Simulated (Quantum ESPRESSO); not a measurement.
# Al (Fm-3m): a volume series of phonon spectra, part 4 of 7

Which modes of Al drive its thermal expansion?

Measurements to reproduce:
- volume expansion coefficient 69 1e-6/K and heat capacity C_P per formula unit 24.2 J/mol/K near room temperature (given in “High-Throughput Prediction of Finite-Temperature Properties using the Quasi-Harmonic Approximation”, 2016, arXiv:1603.06924)

Quantum ESPRESSO 7.5; DFT PBEsol, scalar-relativistic, plane waves, GBRV ultrasoft pseudopotentials.

So far. Step 3 (Finding the static equilibrium): After the last step pw.x solved the final cell once more on a basis chosen for it, which moves the energy without moving the atoms. Step 4 (Self-consistent run): On a basis chosen for the relaxed cell the pressure is 0.001 GPa, small enough for phonons.

**5. Forces on a displaced cell**

One atom (for the harmonic constants) or a pair of atoms (for the cubic ones) is moved by a few hundredths of an ångström; the forces on all atoms give a column of force constants. The threshold is tight because the forces are small.

System of this step: Al. Symmetry: Imm2, No. 44, orthorhombic system. The conventional cell has a = 8.514 Å, b = 12.040 Å, c = 8.514 Å, α = 90.00°, β = 90.00°, γ = 90.00°. Nearest to Al lie 12 Al at 2.82 to 2.86 Å. Al has 12 Al at 2.82 to 2.84 Å nearest. Nearest to Al lie 12 Al at 2.84 to 2.86 Å. Nearest to Al lie 12 Al at 2.83 to 2.84 Å. Nearest to Al lie 12 Al at 2.84 Å. Al has 12 Al at 2.84 to 2.85 Å nearest.

disp-00001.in reads:

```
&CONTROL
  calculation = 'scf'
  prefix      = 'x'
  outdir      = './tmp'
  pseudo_dir  = './pseudo'
  tprnfor     = .true.
  disk_io     = 'none'
/
&SYSTEM
  ibrav       = 0
  nat         = 27
  ntyp        = 1
  ecutwfc     = 30.0
  ecutrho     = 180.0
  occupations = 'smearing'
  smearing    = 'mv'
  degauss     = 0.02
/
&ELECTRONS
  conv_thr         = 1.0d-11
  mixing_beta      = 0.7
  electron_maxstep = 100
/
ATOMIC_SPECIES
 Al     26.9815  Al.upf
CELL_PARAMETERS angstrom
     0.000000000    6.020074989    6.020074989
     6.020074989    0.000000000    6.020074989
     6.020074989    6.020074989    0.000000000
ATOMIC_POSITIONS crystal
 Al     0.002349163   0.000000000   0.000000000
 Al     0.333333333   0.000000000   0.000000000
 Al     0.666666667   0.000000000   0.000000000
 Al     0.000000000   0.333333333   0.000000000
 Al     0.333333333   0.333333333   0.000000000
 Al     0.666666667   0.333333333   0.000000000
 Al     0.000000000   0.666666667   0.000000000
 Al     0.333333333   0.666666667   0.000000000
 Al     0.666666667   0.666666667   0.000000000
 Al     0.000000000   0.000000000   0.333333333
 Al     0.333333333   0.000000000   0.333333333
 Al     0.666666667   0.000000000   0.333333333
 Al     0.000000000   0.333333333   0.333333333
 Al     0.333333333   0.333333333   0.333333333
 Al     0.666666667   0.333333333   0.333333333
 Al     0.000000000   0.666666667   0.333333333
 Al     0.333333333   0.666666667   0.333333333
 Al     0.666666667   0.666666667   0.333333333
 Al     0.000000000   0.000000000   0.666666667
 Al     0.333333333   0.000000000   0.666666667
 Al     0.666666667   0.000000000   0.666666667
 Al     0.000000000   0.333333333   0.666666667
 Al     0.333333333   0.333333333   0.666666667
 Al     0.666666667   0.333333333   0.666666667
 Al     0.000000000   0.666666667   0.666666667
 Al     0.333333333   0.666666667   0.666666667
 Al     0.666666667   0.666666667   0.666666667
K_POINTS automatic
 5 5 5 0 0 0
```

Command:

```
> OMP_NUM_THREADS=1 mpirun -n 4 pw.x -nk 4 -in disp-00001.in > disp-00001.out
```

The program printed:

```text
[banner, memory and clock lines left out]
Program PWSCF v.7.5

     Message from routine setup:
     using ibrav=0 with symmetry is DISCOURAGED, use correct ibrav instead

     G-vector sticks info

     bravais-lattice index     =            0
     lattice parameter (alat)  =      16.0885  a.u.
     unit-cell volume          =    2944.6406 (a.u.)^3
     number of atoms/cell      =           27
     number of atomic types    =            1
     number of electrons       =        81.00
     number of Kohn-Sham states=           49
     kinetic-energy cutoff     =      30.0000  Ry
     charge density cutoff     =     180.0000  Ry
     scf convergence threshold =      1.0E-11
     mixing beta               =       0.7000
     number of iterations used =            8  plain     mixing
     Exchange-correlation= SLA  PW   PSX  PSC
                           (   1   4  10   8   0   0   0)

     celldm(1)=  16.088508  celldm(2)=   0.000000  celldm(3)=   0.000000
     celldm(4)=   0.000000  celldm(5)=   0.000000  celldm(6)=   0.000000

     crystal axes: (cart. coord. in units of alat)
               a(1) = (   0.000000   0.707107   0.707107 )
               a(2) = (   0.707107   0.000000   0.707107 )
               a(3) = (   0.707107   0.707107   0.000000 )

     reciprocal axes: (cart. coord. in units 2 pi/alat)
               b(1) = ( -0.707107  0.707107  0.707107 )
               b(2) = (  0.707107 -0.707107  0.707107 )
               b(3) = (  0.707107  0.707107 -0.707107 )

     PseudoPot. # 1 for Al read from file:
     ./pseudo/Al.upf
     Pseudo is Ultrasoft + core correction, Zval =  3.0
     Using radial grid of  893 points,  3 beta functions with:
                l(1) =   0
                l(2) =   1
                l(3) =   2
     Q(r) pseudized with  8 coefficients,  rinner =    0.900   0.900   0.900
                                                       0.900   0.900

     atomic species   valence    mass     pseudopotential
     Al                3.00    26.98150     Al( 1.00)

      4 Sym. Ops. (no inversion) found

   Cartesian axes

     site n.     atom                  positions (alat units)
         1        Al     tau(   1) = (   0.0000000   0.0016611   0.0016611  )
         2        Al     tau(   2) = (   0.0000000   0.2357023   0.2357023  )
         3        Al     tau(   3) = (   0.0000000   0.4714045   0.4714045  )
         4        Al     tau(   4) = (   0.2357023   0.0000000   0.2357023  )
         5        Al     tau(   5) = (   0.2357023   0.2357023   0.4714045  )
         6        Al     tau(   6) = (   0.2357023   0.4714045   0.7071068  )
         7        Al     tau(   7) = (   0.4714045   0.0000000   0.4714045  )
         8        Al     tau(   8) = (   0.4714045   0.2357023   0.7071068  )
         9        Al     tau(   9) = (   0.4714045   0.4714045   0.9428090  )
        10        Al     tau(  10) = (   0.2357023   0.2357023   0.0000000  )
        11        Al     tau(  11) = (   0.2357023   0.4714045   0.2357023  )
        12        Al     tau(  12) = (   0.2357023   0.7071068   0.4714045  )
        13        Al     tau(  13) = (   0.4714045   0.2357023   0.2357023  )
        14        Al     tau(  14) = (   0.4714045   0.4714045   0.4714045  )
        15        Al     tau(  15) = (   0.4714045   0.7071068   0.7071068  )
        16        Al     tau(  16) = (   0.7071068   0.2357023   0.4714045  )
[...]
20        Al     tau(  20) = (   0.4714045   0.7071068   0.2357023  )
        21        Al     tau(  21) = (   0.4714045   0.9428090   0.4714045  )
        22        Al     tau(  22) = (   0.7071068   0.4714045   0.2357023  )
        23        Al     tau(  23) = (   0.7071068   0.7071068   0.4714045  )
        24        Al     tau(  24) = (   0.7071068   0.9428090   0.7071068  )
        25        Al     tau(  25) = (   0.9428090   0.4714045   0.4714045  )
        26        Al     tau(  26) = (   0.9428090   0.7071068   0.7071068  )
        27        Al     tau(  27) = (   0.9428090   0.9428090   0.9428090  )

     number of k points=    27  Marzari-Vanderbilt smearing, width (Ry)=  0.0200
                       cart. coord. in units 2pi/alat
        k(    1) = (   0.0000000   0.0000000   0.0000000), wk =   0.0160000
        k(    2) = (   0.1414214   0.1414214  -0.1414214), wk =   0.0640000
        k(    3) = (   0.2828427   0.2828427  -0.2828427), wk =   0.0640000
        k(    4) = (   0.2828427  -0.0000000   0.0000000), wk =   0.0320000
        k(    5) = (   0.4242641   0.1414214  -0.1414214), wk =   0.0640000
        k(    6) = (  -0.1414214  -0.4242641   0.4242641), wk =   0.0640000
        k(    7) = (   0.0000000  -0.2828427   0.2828427), wk =   0.0320000
        k(    8) = (   0.5656854  -0.0000000   0.0000000), wk =   0.0320000
        k(    9) = (   0.0000000  -0.5656854   0.5656854), wk =   0.0320000
        k(   10) = (  -0.1414214  -0.4242641   0.7071068), wk =   0.1280000
        k(   11) = (   0.1414214   0.1414214   0.1414214), wk =   0.0640000
        k(   12) = (   0.2828427   0.2828427   0.2828427), wk =   0.0640000
        k(   13) = (   0.0000000   0.2828427  -0.0000000), wk =   0.0640000
        k(   14) = (   0.1414214   0.4242641   0.1414214), wk =   0.1280000
        k(   15) = (  -0.1414214  -0.4242641   0.1414214), wk =   0.1280000
        k(   16) = (  -0.4242641  -0.1414214  -0.1414214), wk =   0.0640000
[...]
k(   20) = (  -0.2828427   0.0000000  -0.2828427), wk =   0.1280000
        k(   21) = (  -0.0000000   0.2828427   0.2828427), wk =   0.0320000
        k(   22) = (   0.0000000   0.5656854  -0.0000000), wk =   0.0640000
        k(   23) = (  -0.5656854   0.0000000  -0.5656854), wk =   0.1280000
        k(   24) = (  -0.0000000   0.5656854   0.5656854), wk =   0.0320000
        k(   25) = (  -0.4242641  -0.1414214  -0.7071068), wk =   0.1280000
        k(   26) = (   0.7071068   0.4242641  -0.1414214), wk =   0.0640000
        k(   27) = (  -0.7071068   0.4242641   0.1414214), wk =   0.0640000

     Dense  grid:   120261 G-vectors     FFT dimensions: (  72,  72,  72)

     Smooth grid:    65427 G-vectors     FFT dimensions: (  60,  60,  60)

     Initial potential from superposition of free atoms

     starting charge      80.9365, renormalised to      81.0000
     Starting wfcs are  108 randomized atomic wfcs

     per-process dynamical memory:   164.3 Mb

     Self-consistent Calculation

     iteration #  1     ecut=    30.00 Ry     beta= 0.70
     Davidson diagonalization with overlap
     ethr =  1.00E-02,  avg # of iterations =  3.0

[...]
ethr =  1.31E-11,  avg # of iterations =  5.5

     total energy              =    -179.93910245 Ry
     estimated scf accuracy    <          1.7E-09 Ry

     iteration # 11     ecut=    30.00 Ry     beta= 0.70
     Davidson diagonalization with overlap
     ethr =  2.06E-12,  avg # of iterations =  2.4

     total energy              =    -179.93910245 Ry
     estimated scf accuracy    <          8.7E-10 Ry

     iteration # 12     ecut=    30.00 Ry     beta= 0.70
     Davidson diagonalization with overlap
     c_bands:  4 eigenvalues not converged
     ethr =  1.07E-12,  avg # of iterations =  3.1

     total energy              =    -179.93910245 Ry
     estimated scf accuracy    <          2.6E-11 Ry

     iteration # 13     ecut=    30.00 Ry     beta= 0.70
     Davidson diagonalization with overlap
     c_bands:  5 eigenvalues not converged
     ethr =  1.00E-13,  avg # of iterations =  4.8

     End of self-consistent calculation

          k = 0.0000 0.0000 0.0000 (  8099 PWs)   bands (ev):

    -3.2476  -0.2242  -0.2147  -0.2124  -0.2124  -0.2124  -0.2124  -0.2101
    -0.2008   0.7747   0.7803   0.7825   0.7825   0.7846   0.7905   4.6897
     4.6930   4.6944   4.6980   4.6983   4.6995   4.6995   4.7006   4.7009
     4.7045   4.7058   4.7091   6.9408   6.9411   6.9510   6.9513   6.9514
     6.9516   6.9516   6.9518   6.9519   6.9523   6.9620   6.9623   8.4689
     8.4714   8.4767   8.4776   8.4776   8.4785   8.4786   8.4794   8.4795
     8.4802

          k = 0.1414 0.1414-0.1414 (  8144 PWs)   bands (ev):

    -3.1251  -1.2985  -0.4981  -0.4933  -0.4886   0.1013   0.1061   0.1108
     0.3029   0.3077   0.3125   1.1042   1.6863   1.6911   1.6959   3.2633
     3.2682   3.2731   4.8040   4.8046   4.8089   4.8101   4.8143   4.8150
     5.6376   5.6424   5.6472   6.3628   6.3680   6.3731   6.3915   6.4409
     6.4414   6.4455   6.4467   6.4508   6.4517   7.2009   7.2026   7.2043
     7.9136   7.9149   7.9161   8.4540   8.4551   8.4562   9.2000   9.2008
     9.2048

          k = 0.2828 0.2828-0.2828 (  8189 PWs)   bands (ev):

    -2.7582  -2.1483  -0.5386  -0.5337  -0.5291  -0.3382  -0.3335  -0.3286
     1.0594   1.0642   1.0690   2.0482   2.0531   2.0579   2.6395   2.8192
     2.8239   2.8288   4.1592   4.1640   4.1688   4.4280   5.1147   5.1151
     5.1200   5.1209   5.1257   5.1262   5.7562   5.7570   5.7603   5.7619
[...]
9.8531

          k = 0.2828-0.0000 0.0000 (  8164 PWs)   bands (ev):

[...]
9.3933

          k = 0.4243 0.1414-0.1414 (  8143 PWs)   bands (ev):

[...]
9.6881

          k =-0.1414-0.4243 0.4243 (  8198 PWs)   bands (ev):

[...]
9.6343

          k = 0.0000-0.2828 0.2828 (  8172 PWs)   bands (ev):

[...]
9.6719

          k = 0.5657-0.0000 0.0000 (  8160 PWs)   bands (ev):

[...]
10.5660

          k = 0.0000-0.5657 0.5657 (  8192 PWs)   bands (ev):

[...]
9.6594

          k =-0.1414-0.4243 0.7071 (  8171 PWs)   bands (ev):

[...]
9.8299

          k = 0.1414 0.1414 0.1414 (  8144 PWs)   bands (ev):

[...]
9.2059

          k = 0.2828 0.2828 0.2828 (  8189 PWs)   bands (ev):

[...]
9.8516

          k = 0.0000 0.2828-0.0000 (  8164 PWs)   bands (ev):

[...]
9.3931

          k = 0.1414 0.4243 0.1414 (  8143 PWs)   bands (ev):

[...]
9.6881

          k =-0.1414-0.4243 0.1414 (  8143 PWs)   bands (ev):

[...]
9.6881

          k =-0.4243-0.1414-0.1414 (  8143 PWs)   bands (ev):

[...]
9.6881

          k =-0.4243-0.1414-0.4243 (  8198 PWs)   bands (ev):

[...]
k = 0.4243 0.1414-0.4243 (  8198 PWs)   bands (ev):

[...]
k = 0.1414 0.4243 0.4243 (  8198 PWs)   bands (ev):

[...]
k =-0.2828 0.0000-0.2828 (  8172 PWs)   bands (ev):

[...]
9.6710

          k =-0.0000 0.2828 0.2828 (  8172 PWs)   bands (ev):

[...]
9.6719

          k = 0.0000 0.5657-0.0000 (  8160 PWs)   bands (ev):

[...]
10.5653

          k =-0.5657 0.0000-0.5657 (  8192 PWs)   bands (ev):

[...]
9.6233

          k =-0.0000 0.5657 0.5657 (  8192 PWs)   bands (ev):

[...]
9.6218

          k =-0.4243-0.1414-0.7071 (  8171 PWs)   bands (ev):

[...]
9.8299

          k = 0.7071 0.4243-0.1414 (  8171 PWs)   bands (ev):

[...]
6.9516   7.0180   7.0180   7.3113   7.5631   7.5631   7.7840   7.7841
     8.3562   8.3803   8.3806   8.4593   9.0712   9.0713   9.3403   9.3403
     9.8299

          k =-0.7071 0.4243 0.1414 (  8171 PWs)   bands (ev):

    -2.4327  -1.8241  -1.8240  -1.6218  -0.2128  -0.2127  -0.0129   0.7854
     1.3805   1.3805   1.5765   1.5765   2.3657   2.3658   2.9492   2.9497
     2.9521   2.9525   3.1371   3.8993   3.8994   3.9164   4.4735   4.4736
     4.5642   4.5643   4.5911   4.7365   4.7365   5.4426   6.8460   6.8607
     6.9515   7.0180   7.0182   7.3113   7.5631   7.5631   7.7840   7.7840
     8.3563   8.3802   8.3805   8.4594   9.0713   9.0713   9.3403   9.3403
     9.8300

     the Fermi energy is     8.1597 ev

!    total energy              =    -179.93910245 Ry
     estimated scf accuracy    <          5.6E-12 Ry
     smearing contrib. (-TS)   =      -0.00083063 Ry
     internal energy E=F+TS    =    -179.93827182 Ry

     The total energy is F=E-TS. E is the sum of the following terms:
     one-electron contribution =      81.84917640 Ry
     hartree contribution      =       0.22535737 Ry
     xc contribution           =    -115.11286024 Ry
     ewald contribution        =    -146.89994535 Ry

     convergence has been achieved in  13 iterations

     Forces acting on atoms (cartesian axes, Ry/au):

     atom    1 type  1   force =     0.00000000   -0.00274162   -0.00274162
     atom    2 type  1   force =     0.00000000    0.00079693    0.00079693
     atom    3 type  1   force =    -0.00000000    0.00072849    0.00072849
     atom    4 type  1   force =     0.00040642   -0.00007505    0.00036873
     atom    5 type  1   force =     0.00000099   -0.00001298   -0.00001360
     atom    6 type  1   force =    -0.00038925    0.00035929   -0.00007250
     atom    7 type  1   force =     0.00038925   -0.00007250    0.00035929
     atom    8 type  1   force =    -0.00040642    0.00036873   -0.00007505
     atom    9 type  1   force =    -0.00000099   -0.00001360   -0.00001298
     atom   10 type  1   force =     0.00040642    0.00036873   -0.00007505
     atom   11 type  1   force =     0.00000099   -0.00001360   -0.00001298
     atom   12 type  1   force =    -0.00038925   -0.00007250    0.00035929
     atom   13 type  1   force =    -0.00000277   -0.00001103   -0.00001103
     atom   14 type  1   force =     0.00000027   -0.00001249   -0.00001249
     atom   15 type  1   force =    -0.00000118    0.00000800    0.00000800
     atom   16 type  1   force =     0.00000000   -0.00003639   -0.00003125
[...]
atom   20 type  1   force =    -0.00040642   -0.00007505    0.00036873
     atom   21 type  1   force =    -0.00000099   -0.00001298   -0.00001360
     atom   22 type  1   force =     0.00000000   -0.00003125   -0.00003639
     atom   23 type  1   force =    -0.00000000    0.00000742    0.00009604
     atom   24 type  1   force =    -0.00000000    0.00009505    0.00000862
     atom   25 type  1   force =    -0.00000027   -0.00001249   -0.00001249
     atom   26 type  1   force =     0.00000118    0.00000800    0.00000800
     atom   27 type  1   force =     0.00000277   -0.00001103   -0.00001103

     Total force =     0.004447     Total SCF correction =     0.000003
     Message from routine punch:
     Nothing written, as per user request (disk_io='none')
```

The job ended after 75 s (4 MPI ranks of Intel Xeon 6975P-C (Granite Rapids), shared host; 5 min of CPU time).

Force (size) by element, in eV/Å:

```
element  atoms    mean  spread (r.m.s.)   least  largest
     Al     27  0.0105           0.0193  0.0003   0.0997
```

The atoms with the largest values:

```
atom       x, y, z (Å)              force (eV/Å)
 Al1  0.00, 0.01, 0.01  0.0000, -0.0705, -0.0705
 Al2  0.00, 2.01, 2.01    0.0000, 0.0205, 0.0205
 Al3  0.00, 4.01, 4.01    0.0000, 0.0187, 0.0187
 Al4  2.01, 0.00, 2.01   0.0104, -0.0019, 0.0095
Al20  4.01, 6.02, 2.01  -0.0104, -0.0019, 0.0095
 Al8  4.01, 2.01, 6.02  -0.0104, 0.0095, -0.0019
Al10  2.01, 2.01, 0.00   0.0104, 0.0095, -0.0019
 Al7  4.01, 0.00, 4.01   0.0100, -0.0019, 0.0092
```

[end of part 4 of 7]

[Logs are printed without paths, hosts, clocks, repeated set-up lines and the standing remarks that a program may print on its own settings, such as how far it seeks lower states.]

[Hosts, paths, dates, database ids (printed as entryN), source tags and the programs' standing remarks are cut or masked in the printed files.]

[A step with changed settings may run another functional than the one named; its input shows which.]

[Of the runs on displaced cells, only some may be shown.]
